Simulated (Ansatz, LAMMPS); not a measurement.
# Glassy 69SiO2-10CaO-10Na2O-10BaO (mol %) (81 atoms) under strain, part 3 of 5

How stiff is glassy 69SiO2-10CaO-10Na2O-10BaO (mol %) (81 atoms), and how do its levels respond to strain?

Ansatz 0.2.0; Kohn-Sham DFT, PBE, PAW (set soft_2), plane waves.

The cell: 20 Si, 3 Ca, 6 Na, 3 Ba and 49 O. The quench rate of 8 K/ps is many orders above laboratory rates. The network of bonds at the start is that of the classical potential that made the cell. Sampling is at Γ alone. Spin–orbit coupling is left out.

So far. Step 2 (Single point at the start): The r.m.s. force at the start is 1.6 eV/Å. Step 3 (Cell and atoms relaxed): The relaxation converged after 43 steps, with a largest force component of 0.045 eV/Å.

### 4. Single point at the relaxed geometry

One more single point at the end of the walk gives the fuller output and checks the residual forces.

The input, input.yaml:

```yaml
crystal:
  lattice:
    - [10.24318, 0.04336, 0.26331]
    - [0.04336, 10.94437, 0.03362]
    - [0.26331, 0.03362, 10.40191]
  atoms:
    - { symbol: Si, position: [0.67158, 0.79327, 0.18888] }
    - { symbol: Si, position: [0.54293, 0.5761, 0.86871] }
    - { symbol: Si, position: [0.52955, 0.52525, 0.58648] }
    - { symbol: Si, position: [0.17688, 0.39156, 0.73171] }
    - { symbol: Si, position: [0.2622, 0.63938, 0.83767] }
    - { symbol: Si, position: [0.82809, 0.61725, 0.80262] }
    [... 69 atom lines left out ...]
    - { symbol: O, position: [0.62138, 0.28578, 0.01233] }
    - { symbol: O, position: [0.5884, 0.40718, 0.23503] }
    - { symbol: O, position: [0.20707, 0.87548, 0.2224] }
    - { symbol: O, position: [0.55362, 0.8324, 0.09266] }
    - { symbol: O, position: [0.81797, 0.23679, 0.8611] }
    - { symbol: O, position: [0.92098, 0.40032, 0.31065] }
kpoints:
  mp_grid: { grid: [1, 1, 1] }
hamiltonian:
  xc: pbe
scf:
  occupations: { method: gaussian, width: 0.05 }
output:
  forces: true
  stress: true
  populations: true
  dos:
    method: { smearing: { sigma: 0.15 } }
    de: 0.1
    projected: { site_lists: { Ba: [Ba], Ca: [Ca], Na: [Na], O: [O], Si: [Si] } }
  eigenvalues: true
  write_density: true
  write_potential: true
  volumetric_format: npy
  elf: true
```

Started as:

```
> ansatz run input.yaml --threads 4 --pin off --max-ram 8192MiB --backend cpu --events-out ev --progress --plain --runs-dir out
```

Numbers of over 12 decimals in the logs are rounded to 6 here.

What it wrote:

```text
[...]
Crystal: 81 atoms, lattice volume = 1165.319 Å³
Basis set: ecut = 420 eV, 22763 PW (Γ), exchange–correlation on 144×150×144 points (8 copies of the dense FFT grid, shifted against one another)
Bands: 325, of which v1, the nominal top of the filled ones, is band 244 counted from 1 (243 counted from 0)
Symmetry: 1 space group operations
[...]
k-points: 1
[...]
SCF iter   1: F=—  HF=-72834.497014 eV  |F-HF|=—  |Δ(HF+E_count)|=         —  Δρ=1.78e-3  dr2=4.65e-2  ethr=1.77e-3  ⟨swp⟩=7.0  Hψ=1645  notcnv=0  defer=62
[...]
SCF iter   9: F=-72834.505669 eV  HF=-72834.505669 eV  |F-HF|=1.64e-8  |Δ(HF+E_count)|=   3.34e-8  Δρ=1.29e-6  dr2=1.93e-8  ethr=2.05e-11  ⟨swp⟩=18.0  Hψ=3048  notcnv=0
SCF 1 converged in 9 iterations: F = -72834.505669 eV  dr2 = 1.93e-8
[...]
WARN: The input density's exchange-correlation potential varies sharply where the density is thin. Do not read a vacuum level from v_tot or v_xc, or from such a field of the output density. On a cell that repeats whose density bears no net charge and no dipole along the vacuum's axis use v_es (v_loc + v_h of the components); [...]
SCF converged after 9 iterations
Free energy (F): -72834.505669 eV
[...]
Internal energy: -72834.505669 eV  (E = F + TS)
E sigma→0 (E₀):  -72834.505669 eV
Fermi energy:    5.976363 eV
[...]
--- Forces (eV/Å), atoms counted from 1 ---
  atom   1  Si     0.00144391    -0.00548436    -0.00555041
  atom   2  Si    -0.00134565     0.00737452     0.00179263
  atom   3  Si    -0.02626823    -0.00655202     0.00696661
  atom   4  Si     0.01405312    -0.01063134    -0.00147527
  atom   5  Si    -0.00121790    -0.01030433     0.00006566
  atom   6  Si    -0.00159627     0.01652305    -0.00717237
  atom   7  Si    -0.01558308    -0.00738624     0.00277002
  atom   8  Si    -0.02706502     0.00952628    -0.00369135
  atom   9  Si    -0.01748928     0.01481830    -0.00974767
  atom  10  Si     0.01173593     0.00494996     0.01066284
  atom  11  Si     0.01250720    -0.02831305    -0.00502696
  atom  12  Si     0.00032962     0.00169248    -0.01177377
  atom  13  Si    -0.00648406     0.01441683     0.01678814
  atom  14  Si     0.01970317    -0.00645328    -0.01594043
[...]
atom  80  O      0.00486157    -0.00070448    -0.00814613
  atom  81  O     -0.00731605    -0.00669418     0.00817248
  max |Σ_I F_I| component: 5.43e-5 eV/Å
--- Stress (GPa, compression-positive) ---
       -0.028552       0.013039       0.011995
        0.013039       0.032229       0.001343
        0.011994       0.001343      -0.008068
  P = ⅓ Tr σ = -0.0015 GPa (-0.015 kbar)
--- Band table (eV) ---
[...]
--- Löwdin populations: 81 sites ---
  site symbol       q [e]
     0     Si      2.3381
     1     Si      2.2515
     2     Si      2.3347
[...]
80      O      7.0035
  spilling = 0.012580 (of n_electrons = 488.000000)
```

Run time: 17 s. Hardware: 4 threads of Arm Neoverse V1, shared host; peak memory 1.5 GiB; 66 s of CPU time.

The program notes that the exchange-correlation potential is rough where the density is thin.

Read from the output:

- free energy: -72834.5057 eV
- free energy per atom: -899.1914 eV/atom
- SCF cycles: 9
- pressure: -0.001463 GPa
- r.m.s. force component: 0.00969 eV/Å
- longest force: 0.04658 eV/Å
- Fermi energy: 5.976 eV
- gap (highest filled to lowest empty level): 3.815 eV
- spilling of the projection: 0.01258

Löwdin charges by element (they lack the spilled electrons, 0.076 e an atom on average):

```tsv
element	coordination	atoms	mean charge (e)	spread	least	most
Ba	all	3	1.87	0.0189	1.84	1.89
Ca	all	3	1.76	0.0127	1.74	1.77
Na	all	6	0.790	0.0311	0.724	0.819
O	all	49	-0.880	0.0925	-1.03	-0.768
Si	all	20	1.68	0.058	1.57	1.77
```

Density of states as counts of states in windows of 1 eV (from the Fermi level), total and the larger projections:

```tsv
from (eV)	to (eV)	total	O p	Si p
-10	-9	13.4	9.5	1.6
-9	-8	22.5	17.1	4.3
-8	-7	8.4	6.5	1.5
-7	-6	32.8	26.0	3.5
-6	-5	50.4	43.5	3.0
-5	-4	54.9	50.6	1.6
-4	-3	56.8	53.3	1.2
-3	-2	33.7	31.8	0.7
-2	-1	2.9	2.8	0.0
-1	1	0.0	0.0	0.0
1	2	1.4	0.0	0.0
2	3	0.6	0.0	0.0
3	4	15.1	0.9	1.2
4	5	34.1	2.0	4.7
```

Between -26 and -10 eV lie 188 more states.

About 24 of the 488 electrons lie in deeper levels, below the stored range.

The levels nearest the highest filled one (over half full), pooled over k-points and spins:

```tsv
level less the highest filled one (eV)	occupation
-0.448	2
-0.414	2
-0.383	2
-0.284	2
-0.125	2
0	2
3.81	0
5.15	0
5.20	0
5.36	0
5.53	0
5.59	0
```

ELF in the ab plane at fractional z = 0.537, with atoms of Si and Ca and Na and O within 0.2 Å of it. It is the smooth field of the valence electrons, not physical close to the nuclei.

Values, 13 rows by 16 columns, each cell a mean:
```
0.62 0.16 0.07 0.15 0.14 0.13 0.51 0.66 0.38 0.06 0.27 0.43 0.22 0.06 0.44 0.72
0.79 0.29 0.67 0.78 0.37 0.32 0.81 0.79 0.63 0.27 0.71 0.66 0.70 0.26 0.71 0.61
0.61 0.22 0.79 0.83 0.54 0.11 0.46 0.48 0.35 0.25 0.65 0.68 0.69 0.23 0.44 0.70
0.10 0.04 0.21 0.27 0.10 0.02 0.05 0.35 0.73 0.71 0.28 0.15 0.22 0.25 0.23 0.19
0.02 0.13 0.44 0.56 0.29 0.05 0.05 0.43 0.77 0.74 0.36 0.03 0.17 0.32 0.25 0.09
0.02 0.12 0.24 0.31 0.26 0.52 0.59 0.40 0.32 0.36 0.26 0.12 0.04 0.09 0.26 0.24
0.13 0.59 0.73 0.49 0.38 0.76 0.62 0.70 0.29 0.74 0.76 0.64 0.13 0.22 0.50 0.52
0.10 0.54 0.53 0.28 0.14 0.48 0.63 0.32 0.29 0.74 0.79 0.66 0.12 0.04 0.21 0.18
0.03 0.05 0.06 0.03 0.02 0.03 0.10 0.10 0.06 0.28 0.36 0.10 0.03 0.31 0.54 0.28
0.15 0.22 0.04 0.02 0.04 0.04 0.13 0.14 0.05 0.02 0.01 0.01 0.05 0.48 0.70 0.31
0.44 0.45 0.12 0.38 0.49 0.31 0.11 0.19 0.26 0.11 0.01 0.01 0.03 0.16 0.22 0.11
0.21 0.13 0.33 0.78 0.63 0.68 0.17 0.23 0.35 0.11 0.04 0.13 0.07 0.02 0.01 0.04
0.05 0.02 0.31 0.72 0.75 0.50 0.08 0.05 0.05 0.01 0.04 0.13 0.09 0.02 0.03 0.10
```
Columns run along a (10.2 Å), rows up along b (10.9 Å). Atoms in or near the plane, at fractional coordinates: Si at (0.85, 0.78), Ca at (0.19, 0.83), Na at (0.92, 0.50), O at (0.71, 0.85), O at (0.38, 0.49), O at (0.97, 0.87), O at (0.26, 0.09).

Valence density in the ab plane at fractional z = 0.537, with atoms of Si and Ca and Na and O within 0.2 Å of it. It is the smooth field of the valence electrons, not physical close to the nuclei.

Ten steps, logarithmic in the rise over the least value, from '_' (0 e/Å³) to '@' (12 e/Å³), each cell a mean:
```
....__________....____..::::..__________....________....::
==--..__..::....____..--++++--::......--==--::..__..--++++
##==::::==**++==....::++####++--::::--**####++::..::++##%%
##==::==##%%##**--..::==++**++--::--==##%%%%**--::--++##%%
==::::==##%%##**--....::------::::::==++****++--..::--++++
......::==++++--..______....::------::--------::....::::::
________..::::..__________..--++++==::........::::::::....
________..::::..__________::==####++--..____..::::::::..__
______....::::::..________::==++**==::..______..::::..____
______....::::::..........::::------..__________........__
____....::::::::::--++++==--::::::::::....________--++**--
....::--==----::--++##%%##++--::--==++==::..____..##@@@@##
....--==++==--::--++##%%##==----==**##**==::____..**@@@@**
__..::--==--::::::--==++==::..::==**##**==::______::====::
____....::......__..........__..::--==--::..______________
________________________..________......________........__
______________________......________________....::----::..
......________________......__________________..::----::..
..::....______................__________________..::::::..
..::::......::----::............____________________......
..........::++****==::..........__________________________
________..--**%%%%**--........____________________________
________..--++####++::..__________________________________
__________..::----::..____________________________________
```
Columns run along a (10.2 Å), rows up along b (10.9 Å). Atoms in or near the plane, at fractional coordinates: Si at (0.85, 0.78), Ca at (0.19, 0.83), Na at (0.92, 0.50), O at (0.71, 0.85), O at (0.38, 0.49), O at (0.97, 0.87), O at (0.26, 0.09).

Filled and empty levels are parted by 3.81 eV (at Γ alone); a semilocal functional tends to put such gaps too low. In a disordered cell it changes from sample to sample, and tail or defect levels can set it. Mean Löwdin charges: Ba +1.87, Ca +1.76, Na +0.79, O -0.88, Si +1.68 e (they miss 1.3 % of the electrons, so they add up to more than the cell's charge).

### 5. Volume -3 %

The relaxed cell is scaled evenly and the atoms are relaxed again; the stress at the end gives one point of P(V).

input.yaml, the sections that differ from step 4:

```yaml
crystal:
  lattice:
    - [10.13971, 0.04292, 0.26065]
    - [0.04292, 10.83381, 0.03328]
    - [0.26065, 0.03328, 10.29683]
  atoms:
    [... the 81 atom lines of step 4 ...]
output:
  forces: true
  eigenvalues: true
  stress: true
relax:
  f_tol: 0.05
  max_steps: 70
# kpoints, hamiltonian, scf: as in step 4
```

What it wrote:

```text
Warning: output.stress: scf.convergence.dr2_threshold = 1e-7 eV (the SCF's general default) is looser than the 8.1e-9 eV advised for a printed stress (1e-10 eV for each atom of the cell: 81). What an SCF threshold leaves in a stress goes as its square root, and in the free energy as the threshold itself, and one threshold admits the most on a small cell: [...]
[...]
Crystal: 81 atoms, lattice volume = 1130.359 Å³
Basis set: ecut = 420 eV, 22053 PW (Γ), exchange–correlation on 144×150×144 points (8 copies of the dense FFT grid, shifted against one another)
Bands: 325, of which v1, the nominal top of the filled ones, is band 244 counted from 1 (243 counted from 0)
Symmetry: 1 space group operations
[...]
k-points: 1
[...]
SCF iter   1: F=—  HF=-72834.023806 eV  |F-HF|=—  |Δ(HF+E_count)|=         —  Δρ=1.82e-3  dr2=4.82e-2  ethr=1.77e-3  ⟨swp⟩=6.0  Hψ=1528  notcnv=0  defer=69
[...]
SCF iter   5: F=—  HF=-72834.031305 eV  |F-HF|=—  |Δ(HF+E_count)|=   6.02e-5  Δρ=8.15e-5  dr2=6.30e-5  ethr=4.82e-8  ⟨swp⟩=2.0  Hψ=427  notcnv=0  defer=70
SCF iter   6: F=-72834.031309 eV  HF=-72834.031307 eV  |F-HF|=2.33e-6  |Δ(HF+E_count)|=   2.12e-6  Δρ=2.17e-5  dr2=5.14e-6  ethr=1.28e-8  ⟨swp⟩=17.0  Hψ=2362  notcnv=0
SCF 1 converged in 6 iterations: F = -72834.031309 eV  dr2 = 5.14e-6
[...]
relax step   1: F+E_penalty+E_count = -72834.03130928 eV  Δ(F+E_penalty+E_count) = +0.000e0 eV  max|allowed force component| = 5.660e-1 eV/Å  Δτ_max = 0.0000 Å  (6 SCF iters, dr2 threshold 6.25e-5 eV, accepted)
[...]
relax step   2: F+E_penalty+E_count = -72834.19843286 eV  Δ(F+E_penalty+E_count) = -1.671e-1 eV  max|allowed force component| = 4.038e-1 eV/Å  Δτ_max = 0.0899 Å  (6 SCF iters, dr2 threshold 2.00e-5 eV, accepted)
[...]
relax step   3: F+E_penalty+E_count = -72834.30591386 eV  Δ(F+E_penalty+E_count) = -1.075e-1 eV  max|allowed force component| = 1.704e-1 eV/Å  Δτ_max = 0.0644 Å  (6 SCF iters, dr2 threshold 1.02e-5 eV, accepted)
relax step   4: F+E_penalty+E_count = -72834.32478074 eV  Δ(F+E_penalty+E_count) = -1.887e-2 eV  max|allowed force component| = 1.406e-1 eV/Å  Δτ_max = 0.0216 Å  (6 SCF iters, dr2 threshold 5.18e-6 eV, accepted)
relax step   5: F+E_penalty+E_count = -72834.32631968 eV  Δ(F+E_penalty+E_count) = -1.539e-3 eV  max|allowed force component| = 3.308e-1 eV/Å  Δτ_max = 0.0982 Å  (7 SCF iters, dr2 threshold 3.52e-6 eV, accepted)
relax step   6: F+E_penalty+E_count = -72834.30286749 eV  Δ(F+E_penalty+E_count) = +2.345e-2 eV  max|allowed force component| = 3.123e-1 eV/Å  Δτ_max = 0.1077 Å  (6 SCF iters, dr2 threshold 7.45e-5 eV, rejected (line search))
relax step   7: F+E_penalty+E_count = -72834.35708511 eV  Δ(F+E_penalty+E_count) = -3.077e-2 eV  max|allowed force component| = 5.050e-2 eV/Å  Δτ_max = 0.0524 Å  (9 SCF iters, accepted)
relax step   8: F+E_penalty+E_count = -72834.35120999 eV  Δ(F+E_penalty+E_count) = +5.875e-3 eV  max|allowed force component| = 8.843e-2 eV/Å  Δτ_max = 0.1000 Å  (9 SCF iters, rejected (line search))
[...]
relax step   9: F+E_penalty+E_count = -72834.36195716 eV  Δ(F+E_penalty+E_count) = -4.872e-3 eV  max|allowed force component| = 3.712e-2 eV/Å  Δτ_max = 0.0293 Å  (9 SCF iters, accepted)
SCF converged after 9 iterations
Free energy (F): -72834.361957 eV
[...]
Internal energy: -72834.361957 eV  (E = F + TS)
E sigma→0 (E₀):  -72834.361957 eV
Fermi energy:    6.302165 eV
[...]
Σ components = -72834.361957   (vs F -72834.361957, Δ=0.00e0)
--- Forces (eV/Å), atoms counted from 1 ---
  atom   1  Si     0.00749065     0.00444866    -0.00661050
  atom   2  Si    -0.01858240     0.01423018     0.01655380
  atom   3  Si    -0.01349027     0.00669728     0.00516748
  atom   4  Si     0.01378009    -0.00285945     0.01671486
[...]
atom  81  O      0.00525948     0.00573645    -0.01545682
  max |Σ_I F_I| component: 7.69e-5 eV/Å
--- Stress (GPa, compression-positive) ---
        1.538952       0.060074       0.135348
        0.060074       1.256100      -0.054950
        0.135347      -0.054949       1.253647
  P = ⅓ Tr σ = 1.3496 GPa (13.496 kbar)
--- Band table (eV) ---
[...]
--- Relaxed structure (9 steps of the walk, 7 accepted, 0 SCFs on fresh bases) ---
  F+E_penalty+E_count = -72834.36195716 eV   max|allowed force component| = 3.712e-2 eV/Å
  atoms:
    - { symbol: Si, position: [0.670387, 0.789163, 0.187190] }
    - { symbol: Si, position: [0.543791, 0.578892, 0.872378] }
    - { symbol: Si, position: [0.531172, 0.524288, 0.591000] }
    - { symbol: Si, position: [0.177541, 0.392332, 0.731316] }
[...]
- { symbol: O, position: [0.919821, 0.396988, 0.311507] }
```

It took 1.9 min on 4 threads; peak memory 1.5 GiB.

The program notes that the SCF threshold is loose for the stress.

The relaxation converged after 9 steps, 0.331 eV below its start, with a largest force component of 0.037 eV/Å.

Volume -3 %: the energy stands 0.144 eV above that of the reference, at a pressure of 1.35 GPa.

### 6. Volume +3 %

The relaxed cell is scaled to another volume.

input.yaml, the sections that differ from step 5:

```yaml
crystal:
  lattice:
    - [10.3446, 0.04379, 0.26592]
    - [0.04379, 11.05274, 0.03395]
    - [0.26592, 0.03395, 10.50491]
  atoms:
    [... the 81 atom lines of step 4 ...]
# kpoints, hamiltonian, scf, output, relax: as in step 5
```

What it wrote:

```text
[...]
Crystal: 81 atoms, lattice volume = 1200.278 Å³
Basis set: ecut = 420 eV, 23495 PW (Γ), exchange–correlation on 144×150×144 points (8 copies of the dense FFT grid, shifted against one another)
Bands: 325, of which v1, the nominal top of the filled ones, is band 244 counted from 1 (243 counted from 0)
Symmetry: 1 space group operations
[...]
k-points: 1
[...]
SCF iter   1: F=—  HF=-72834.079656 eV  |F-HF|=—  |Δ(HF+E_count)|=         —  Δρ=1.76e-3  dr2=4.60e-2  ethr=1.77e-3  ⟨swp⟩=6.0  Hψ=1527  notcnv=0  defer=70
[...]
SCF iter   5: F=—  HF=-72834.088549 eV  |F-HF|=—  |Δ(HF+E_count)|=   6.65e-5  Δρ=7.84e-5  dr2=6.57e-5  ethr=5.22e-8  ⟨swp⟩=2.0  Hψ=427  notcnv=0  defer=71
SCF iter   6: F=-72834.088559 eV  HF=-72834.088557 eV  |F-HF|=2.50e-6  |Δ(HF+E_count)|=   7.59e-6  Δρ=2.34e-5  dr2=6.24e-6  ethr=1.28e-8  ⟨swp⟩=17.0  Hψ=2251  notcnv=0
SCF 1 converged in 6 iterations: F = -72834.088559 eV  dr2 = 6.24e-6
[...]
relax step   1: F+E_penalty+E_count = -72834.08855918 eV  Δ(F+E_penalty+E_count) = +0.000e0 eV  max|allowed force component| = 4.786e-1 eV/Å  Δτ_max = 0.0000 Å  (6 SCF iters, dr2 threshold 6.25e-5 eV, accepted)
[...]
relax step   2: F+E_penalty+E_count = -72834.21709182 eV  Δ(F+E_penalty+E_count) = -1.285e-1 eV  max|allowed force component| = 5.517e-1 eV/Å  Δτ_max = 0.1205 Å  (7 SCF iters, dr2 threshold 1.43e-5 eV, accepted)
[...]
relax step   3: F+E_penalty+E_count = -72834.34198089 eV  Δ(F+E_penalty+E_count) = -1.249e-1 eV  max|allowed force component| = 1.550e-1 eV/Å  Δτ_max = 0.0726 Å  (6 SCF iters, dr2 threshold 1.90e-5 eV, accepted)
relax step   4: F+E_penalty+E_count = -72834.12176500 eV  Δ(F+E_penalty+E_count) = +2.202e-1 eV  max|allowed force component| = 6.932e-1 eV/Å  Δτ_max = 0.2000 Å  (10 SCF iters, rejected (line search))
relax step   5: F+E_penalty+E_count = -72834.39031705 eV  Δ(F+E_penalty+E_count) = -4.834e-2 eV  max|allowed force component| = 1.254e-1 eV/Å  Δτ_max = 0.0770 Å  (10 SCF iters, accepted)
relax step   6: F+E_penalty+E_count = -72834.39596137 eV  Δ(F+E_penalty+E_count) = -5.644e-3 eV  max|allowed force component| = 1.039e-1 eV/Å  Δτ_max = 0.0174 Å  (7 SCF iters, accepted)
relax step   7: F+E_penalty+E_count = -72834.37749733 eV  Δ(F+E_penalty+E_count) = +1.846e-2 eV  max|allowed force component| = 1.568e-1 eV/Å  Δτ_max = 0.1338 Å  (7 SCF iters, dr2 threshold 7.07e-6 eV, rejected (line search))
relax step   8: F+E_penalty+E_count = -72834.40860282 eV  Δ(F+E_penalty+E_count) = -1.264e-2 eV  max|allowed force component| = 6.406e-2 eV/Å  Δτ_max = 0.0640 Å  (9 SCF iters, accepted)
relax step   9: F+E_penalty+E_count = -72834.41025791 eV  Δ(F+E_penalty+E_count) = -1.655e-3 eV  max|allowed force component| = 5.939e-2 eV/Å  Δτ_max = 0.0206 Å  (8 SCF iters, accepted)
[...]
relax step  10: F+E_penalty+E_count = -72834.41204553 eV  Δ(F+E_penalty+E_count) = -1.788e-3 eV  max|allowed force component| = 4.821e-2 eV/Å  Δτ_max = 0.0144 Å  (7 SCF iters, accepted)
SCF converged after 7 iterations
Free energy (F): -72834.412046 eV
[...]
Internal energy: -72834.412046 eV  (E = F + TS)
E sigma→0 (E₀):  -72834.412046 eV
Fermi energy:    5.679534 eV
[...]
Σ components = -72834.412046   (vs F -72834.412046, Δ=0.00e0)
--- Forces (eV/Å), atoms counted from 1 ---
  atom   1  Si    -0.02048268    -0.01234019     0.02717592
  atom   2  Si     0.01877880    -0.00214187     0.00806847
  atom   3  Si    -0.01801333     0.00074710    -0.00984541
  atom   4  Si     0.00410815     0.00586174    -0.00432609
[...]
atom  81  O     -0.00343877    -0.00374496     0.00934022
  max |Σ_I F_I| component: 4.05e-5 eV/Å
--- Stress (GPa, compression-positive) ---
       -1.220038       0.086730      -0.034758
        0.086729      -0.635329       0.068696
       -0.034759       0.068697      -0.913700
  P = ⅓ Tr σ = -0.9230 GPa (-9.230 kbar)
--- Band table (eV) ---
[...]
--- Relaxed structure (10 steps of the walk, 8 accepted, 0 SCFs on fresh bases) ---
  F+E_penalty+E_count = -72834.41204553 eV   max|allowed force component| = 4.821e-2 eV/Å
  atoms:
    - { symbol: Si, position: [0.673244, 0.799821, 0.191154] }
    - { symbol: Si, position: [0.541236, 0.573271, 0.862941] }
    - { symbol: Si, position: [0.527329, 0.524897, 0.580154] }
    - { symbol: Si, position: [0.176724, 0.389696, 0.732159] }
[...]
- { symbol: O, position: [0.922964, 0.404701, 0.309059] }
```

Elapsed: 2.2 min, on 4 threads; peak memory 1.5 GiB.

The relaxation converged after 10 steps, 0.323 eV below its start, with a largest force component of 0.048 eV/Å.

Volume +3 %: the energy stands 0.0936 eV above that of the reference, at a pressure of -0.923 GPa.

### 7. Volume -6 %

The relaxed cell is scaled to another volume.

Input and log are left out; they have the form of those shown for this kind of step.

Wall time 2 min (4 threads of Arm Neoverse V1, shared host); peak memory 1.4 GiB.

The relaxation converged after 10 steps, 1.39 eV below its start, with a largest force component of 0.045 eV/Å.

Volume -6 %: the energy stands 0.598 eV above that of the reference, at a pressure of 2.96 GPa.

[end of part 3 of 5]

[Logs are printed without paths, hosts, clocks, repeated set-up lines and the standing remarks that a program may print on its own settings, such as how far it seeks lower states.]

[Hosts, paths, dates, database ids (printed as entryN), source tags and the programs' standing remarks are cut or masked in the printed files.]
